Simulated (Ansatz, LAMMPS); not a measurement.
## Relaxing ionic liquid ethylammonium Br- with Li salt, from a frame at 400 K (162 atoms)

Wanted: the relaxed structure of ionic liquid ethylammonium Br- with Li salt, from a frame at 400 K (162 atoms) and its electronic structure.

Calculated with Ansatz 0.2.0; Kohn-Sham DFT, PBEsol, PAW (set soft_2), plane waves.

### Step 1. The starting structure

The cell holds 162 atoms: 26 C, 13 N, 104 H, 16 Br and 3 Li. Cell: a = 12.449 Å, b = 12.449 Å, c = 12.449 Å, α = 90.0°, β = 90.0°, γ = 90.0°. 13 ethylammonium, 16 Br-, 3 Li+ placed at random, at 1.63 g/cm³; overlaps pushed apart, then 10 ps at 700 K with Joung-Cheatham ions (J. Phys. Chem. B 112, 9020 (2008)); MMFF94 bonds, angles, torsions, charges and radii (Halgren, J. Comput. Chem. 17, 490 (1996)) in harmonic and 12-6 forms; charges of ions scaled by 0.8. Snapshot after 30 ps at 400 K and fixed volume.

Before any run, some limits are plain. The network of contacts between molecules at the start is that of the classical potential that made the cell. The functional has no dispersion term, which matters for the binding between molecules or layers. The density was typed from a rule of thumb and may lie off the real one at this temperature. Only the Γ point is sampled, in a cell whose shortest periodic width is 12 Å.

### Step 2. Single point at the start

A single point comes first, to see the forces before anything moves.

input.yaml reads:

```yaml
crystal:
  lattice:
    - [12.44903, 0.0, 0.0]
    - [0.0, 12.44903, 0.0]
    - [0.0, 0.0, 12.44903]
  atoms:
    - { symbol: C, position: [0.16102, 0.2077, 0.29782] }
    - { symbol: C, position: [0.04986, 0.26416, 0.2991] }
    - { symbol: "N", position: [0.07135, 0.37002, 0.24746] }
    - { symbol: H, position: [0.19953, 0.21529, 0.21985] }
    [... 152 atom lines left out ...]
    - { symbol: Br, position: [0.31235, 0.7952, 0.57608] }
    - { symbol: Br, position: [0.81428, 0.47009, 0.24352] }
    - { symbol: Br, position: [0.04885, 0.13937, 0.03186] }
    - { symbol: Li, position: [0.02018, 0.99924, 0.89607] }
    - { symbol: Li, position: [0.78941, 0.01214, 0.52067] }
    - { symbol: Li, position: [0.80229, 0.42267, 0.46475] }
kpoints:
  mp_grid: { grid: [1, 1, 1] }
hamiltonian:
  xc: pbesol
scf:
  occupations: { method: fixed }
output:
  forces: true
  stress: true
  populations: intrinsic
  dos:
    method: { smearing: { sigma: 0.08 } }
    de: 0.1
    projected: { site_lists: { Br: [Br], C: [C], H: [H], Li: [Li], "N": ["N"] } }
  eigenvalues: true
```

Launch:

```console
$ ansatz run input.yaml --threads 4 --pin off --max-ram 8192MiB --backend cpu --events-out ev --progress --plain --runs-dir out
```

Run time: 19 s. Hardware: 4 threads of Intel Xeon Platinum 8488C (Sapphire Rapids), shared host; peak memory 2.4 GiB.

The run gave:

```yaml
free_energy: -57405.2476 eV
free_energy_per_atom: -354.3534 eV/atom
scf_cycles: 9
pressure: 1.163 GPa
r_m_s_force_component: 0.9655 eV/Å
longest_force: 4.24 eV/Å
fermi_energy: -0.1221 eV
spacing_of_highest_filled_and_lowest_empty_level: 3.678 eV
```

The r.m.s. force component of 0.97 eV/Å and the pressure of 1.2 GPa set the starting point.

Neighbours are counted within 1.34 Å (H-C), 1.27 Å (H-N), 1.85 Å (C-C), 1.79 Å (C-N), 3.23 Å (Br-Li).

Length of the force by element and coordination:

```csv
element,coordination,atoms,mean length of the force (eV/Å),spread,least,most
Br,all,16,0.286,0.0826,0.113,0.436
Br,0,6,0.263,0.098,0.113,0.430
Br,1,8,0.288,0.0564,0.199,0.396
Br,2,2,0.353,0.0838,0.269,0.436
C,all,26,2.26,0.838,0.345,4.06
H,all,104,1.24,0.784,0.136,4.24
Li,all,3,0.295,0.154,0.132,0.502
N,all,13,2.28,0.890,1.07,3.71
```

### Step 3. Relaxation

The atoms are relaxed in the fixed cell, aiming at the force tolerance of the input.

input.yaml, the sections that differ from step 2:

```yaml
output:
  forces: true
relax:
  f_tol: 0.05
  max_steps: 200
# crystal, kpoints, hamiltonian, scf: as in step 2
```

Elapsed: 5.1 min, on 4 threads; peak memory 2.2 GiB.

Relaxation path (22 of 38):

```csv
step,energy less that of the first step (eV),largest force component (eV/Å)
1,0.0000,3.7726
3,-8.1657,0.5306
5,-9.1950,0.3735
6,-9.5121,0.2765
8,-9.9336,0.5131
10,-10.1835,0.6927
12,-10.3448,0.4173
13,-10.4077,0.1959
15,-10.4620,0.3688
17,-10.5051,0.2150
19,-10.5252,0.1559
20,-10.5332,0.0789
22,-10.5502,0.2184
24,-10.5811,0.2781
26,-10.5933,0.6805
27,-10.6753,0.1423
29,-10.6881,0.0302
31,-10.7049,0.1383
33,-10.7137,0.0484
34,-10.7137,0.0484
36,-10.7183,0.0419
38,-10.7199,0.0486
```

Relaxation step 28 was tried and not accepted.

The atoms that moved most (Å):

```csv
atom,dx,dy,dz,length
H39,0.740,0.424,1.661,1.867
H38,1.680,0.551,0.151,1.775
H97,-1.153,-0.062,-1.201,1.667
H18,0.539,-0.887,-1.287,1.653
H84,-0.418,-1.339,0.728,1.580
H28,1.447,0.610,-0.140,1.576
H98,-0.230,-0.763,-1.314,1.537
H19,-0.239,-1.301,-0.715,1.504
```

The relaxation changed the energy by -66.2 meV/atom, and atoms moved by 0.84 Å r.m.s., 1.9 Å at most.

### Step 4. Distances and neighbours after relaxation

Bonds before and after, by the cutoffs listed below:

```csv
pair,bonds before,bonds after,mean before (Å),mean after (Å),spread before (Å),spread after (Å)
H-C,65,65,1.091,1.102,0.034,0.001
H-N,39,39,1.030,1.053,0.031,0.005
C-C,13,13,1.526,1.509,0.039,0.002
C-N,13,13,1.484,1.484,0.033,0.003
Br-Li,12,12,2.653,2.552,0.118,0.037
```

Density 1.63 g/cm³, 11.91 Å³ an atom.

Pair distribution functions g(r), in bins of 0.2 Å:

```csv
r (Å),total,H-H,H-C,H-Br,H-N,H-Li,C-C
1.00,2.29,0.00,1.23,0.00,19.70,0.00,0.00
1.20,2.77,0.00,13.45,0.00,0.00,0.00,0.00
1.40,0.35,0.00,0.00,0.00,0.00,0.00,0.00
1.60,0.62,0.71,0.00,0.00,0.00,0.00,12.70
1.80,1.46,3.54,0.00,0.00,0.00,0.00,0.00
2.00,0.51,0.00,1.05,0.00,2.77,0.00,0.00
2.20,1.57,0.20,5.35,2.48,0.63,0.00,0.00
2.40,1.01,1.89,0.00,0.82,0.00,0.00,0.00
2.60,0.98,1.73,0.52,0.27,0.24,0.00,0.00
2.80,0.53,0.40,0.66,0.41,1.73,0.00,0.00
3.00,0.85,1.46,0.38,1.12,0.19,0.29,0.00
3.20,0.87,0.95,0.58,1.23,0.39,1.63,0.00
3.40,0.81,0.61,1.08,1.00,0.87,1.06,0.00
3.60,0.87,0.87,0.58,1.67,0.65,1.32,0.70
3.80,1.08,1.13,0.70,1.56,0.90,0.51,1.40
4.00,1.01,0.80,0.85,1.59,0.64,1.23,0.99
4.20,0.97,0.91,0.79,0.86,1.06,1.68,0.64
4.40,0.94,0.79,1.10,0.96,1.02,1.15,0.70
4.60,0.86,0.76,0.93,0.83,0.97,1.06,0.64
4.80,0.99,0.97,0.91,1.12,1.01,1.39,1.58
5.00,1.00,0.98,1.01,0.94,0.88,0.98,1.62
5.20,1.09,1.12,1.04,0.89,1.05,1.38,1.08
5.40,1.04,1.02,0.97,1.03,1.15,2.04,1.09
5.60,1.12,1.05,1.21,1.12,1.23,1.01,1.38
5.80,1.11,1.17,1.10,1.03,1.15,1.69,1.02
6.00,1.00,1.02,0.99,0.87,1.10,1.03,0.82
```

Bonds by pair of elements; cutoffs follow the first minimum of g(r), held within bounds set by covalent radii, and pairs that aren't listed don't count as bonded:

```csv
pair A-B,cutoff (Å),bonds,mean length (Å),spread (Å),shortest (Å),B about A,A about B
H-C,1.34,65,1.10,0.001,1.1,0.625,2.5
H-N,1.27,39,1.05,0.005,1.04,0.375,3
C-C,1.85,13,1.51,0.002,1.50,1,1
C-N,1.79,13,1.48,0.003,1.48,0.5,1
Br-Li,3.02,12,2.55,0.037,2.47,0.75,4
```

How many atoms have how many bonded neighbours:

```csv
element,mean,0,1,2,4
Br,0.75,6,8,2,0
C,4,0,0,0,26
H,1,0,104,0,0
Li,4,0,0,0,3
N,4,0,0,0,13
```

Bond angles (no mean is given where the spread exceeds 20°):

```csv
angle,count,mean (°),spread (°)
C-C-H,65,111,0.9
H-C-H,52,108,0.8
C-N-H,39,111,1.6
H-N-H,39,108,2.1
H-C-N,26,107,0.7
```

Bond length by coordination (bonds to H left out):

```csv
element,coordination,atoms,mean bond length (Å)
Br,1,8,2.54
Br,2,2,2.57
```

By these cutoffs 50 % of Br atoms have 1, all C atoms have 4, all H atoms have 1 and all Li atoms have 4 bonded neighbours. The C-C-H angle averages 111° with a spread of 0.9°.

### Step 5. Single point at the relaxed geometry

The electronic structure is read at the final geometry, in a run of its own.

input.yaml reads:

```yaml
crystal:
  lattice:
    - [12.44903, 0.0, 0.0]
    - [0.0, 12.44903, 0.0]
    - [0.0, 0.0, 12.44903]
  atoms:
    - { symbol: C, position: [0.13325, 0.1851, 0.28851] }
    - { symbol: C, position: [0.06874, 0.28475, 0.31138] }
    - { symbol: "N", position: [0.1074, 0.37908, 0.2493] }
    - { symbol: H, position: [0.12917, 0.16518, 0.20228] }
    [... 152 atom lines left out ...]
    - { symbol: Br, position: [0.29455, 0.77699, 0.55791] }
    - { symbol: Br, position: [0.87994, 0.49828, 0.27725] }
    - { symbol: Br, position: [0.9869, 0.15669, 0.01005] }
    - { symbol: Li, position: [0.9688, 0.97933, 0.90666] }
    - { symbol: Li, position: [0.82484, 0.02295, 0.52962] }
    - { symbol: Li, position: [0.83557, 0.41463, 0.45642] }
kpoints:
  mp_grid: { grid: [1, 1, 1] }
hamiltonian:
  xc: pbesol
scf:
  occupations: { method: fixed }
output:
  forces: true
  stress: true
  populations: true
  dos:
    method: { smearing: { sigma: 0.1 } }
    de: 0.1
    projected: { site_lists: { Br: [Br], C: [C], H: [H], Li: [Li], "N": ["N"] } }
  eigenvalues: true
  write_density: true
  write_potential: true
  volumetric_format: npy
  elf: true
```

Wall time 22 s (4 threads); peak memory 2.4 GiB.

The program notes that the exchange-correlation potential is rough where the density is thin.

The run gave:

| Quantity | Value |
| --- | --- |
| free energy | -57415.9675 eV |
| free energy per atom | -354.4196 eV/atom |
| SCF cycles | 9 |
| pressure | 0.03322 GPa |
| r.m.s. force component | 0.0071 eV/Å |
| longest force | 0.05307 eV/Å |
| Fermi energy | -0.5858 eV |
| gap (highest filled to lowest empty level) | 4.436 eV |
| spilling of the projection | 0.01042 |

Löwdin charges by element and coordination (they lack the spilled electrons, 0.025 e an atom on average):

```csv
element,coordination,atoms,mean charge (e),spread,least,most
Br,all,16,-0.598,0.0283,-0.639,-0.547
Br,0,6,-0.600,0.0249,-0.63,-0.565
Br,1,8,-0.596,0.0277,-0.638,-0.547
Br,2,2,-0.601,0.0381,-0.639,-0.563
C,all,26,-0.323,0.155,-0.483,-0.162
H,all,104,0.238,0.0532,0.176,0.343
Li,all,3,0.612,0.0022,0.611,0.615
N,all,13,-0.345,0.0049,-0.351,-0.335
```

Density of states as counts of states in windows of 1 eV (from the Fermi level), total and the larger projections:

```csv
from (eV),to (eV),total,H s,Br p,C p,N p
-10,-9,15.2,4.6,0.0,2.4,2.8
-9,-8,15.8,4.1,0.2,2.3,8.6
-8,-7,36.2,9.2,0.4,4.7,20.2
-7,-6,21.8,4.4,0.1,9.1,7.1
-6,-5,17.4,5.2,0.1,8.7,2.9
-5,-4,18.9,5.7,0.2,10.9,1.7
-4,-3,52.7,16.9,1.1,31.1,2.6
-3,-2,19.2,8.8,0.7,9.3,0.2
-2,-1,21.3,0.5,18.8,0.4,0.6
-1,0,72.4,1.1,66.8,1.3,2.1
0,1,2.3,0.0,2.2,0.0,0.0
1,4,0.0,0.0,0.0,0.0,0.0
4,5,2.1,0.8,0.0,0.2,0.0
```

With fixed occupations the program's Fermi level is the highest filled level; weight inside the gap is the broadening of levels at its edges.

Between -26 and -10 eV lie 95 more states.

The levels nearest the highest filled one (over half full), pooled over k-points and spins:

```csv
level less the highest filled one (eV),occupation
-0.172,2
-0.143,2
-0.103,2
-0.0809,2
-0.0303,2
0,2
4.44,0
5.13,0
5.28,0
5.38,0
5.46,0
5.51,0
```

Mean Löwdin charges: Br -0.60, C -0.32, H +0.24, Li +0.61, N -0.34 e (they miss 1.0 % of the electrons, so they add up to more than the cell's charge). The largest share in the top eV of filled states is Br p (93 % of the projected weight), and in the lowest eV of empty states H s (51 % of the projected weight).

### Step 6. Summary of results

* energy change in the relaxation: -66.17 meV/atom
* r.m.s. displacement: 0.842 Å
* largest displacement: 1.867 Å
* free energy per atom: -354.4196 eV/atom
* pressure: 0.03322 GPa
* r.m.s. force component: 0.0071 eV/Å
* gap (highest filled to lowest empty level): 4.436 eV
* wall time of the 4 DFT runs, those left out included: 6.1 min

In words: Relaxation lowers the energy by 66.2 meV/atom and moves atoms by 0.84 Å r.m.s.; the r.m.s. force component goes from 0.97 to 0.0071 eV/Å, the pressure goes from 1.2 to 0.033 GPa, and the gap from 3.68 to 4.44 eV. By the final cutoffs no bond was broken or made. First to last step the energy falls by 10.720 eV; the largest move, 1.87 Å, is that of H39. The Br-Li bonds change most in mean length: from 2.653 Å (spread 0.118) to 2.552 Å (spread 0.037). By these cutoffs 50 % of Br atoms have 1, all C atoms have 4, all H atoms have 1 and all Li atoms have 4 bonded neighbours. Between filled and empty levels lie 4.44 eV (at Γ alone); a semilocal functional tends to put such gaps too low. In a disordered cell it changes from sample to sample and from frame to frame.

**Limits.** The network of contacts between molecules at the start is that of the classical potential that made the cell; in DFT atoms moved by 0.84 Å r.m.s.

[Logs are printed without paths, hosts, clocks, repeated set-up lines and the standing remarks that a program may print on its own settings, such as how far it seeks lower states.]

[Hosts, paths, dates, database ids (printed as entryN), source tags and the programs' standing remarks are cut or masked in the printed files.]

[The MMFF94 radii named for the starting cell were scaled by 0.96; in molecules described by MMFF94, hydrogen bound to N, O or S took a small fixed 12-6 site in their place.]
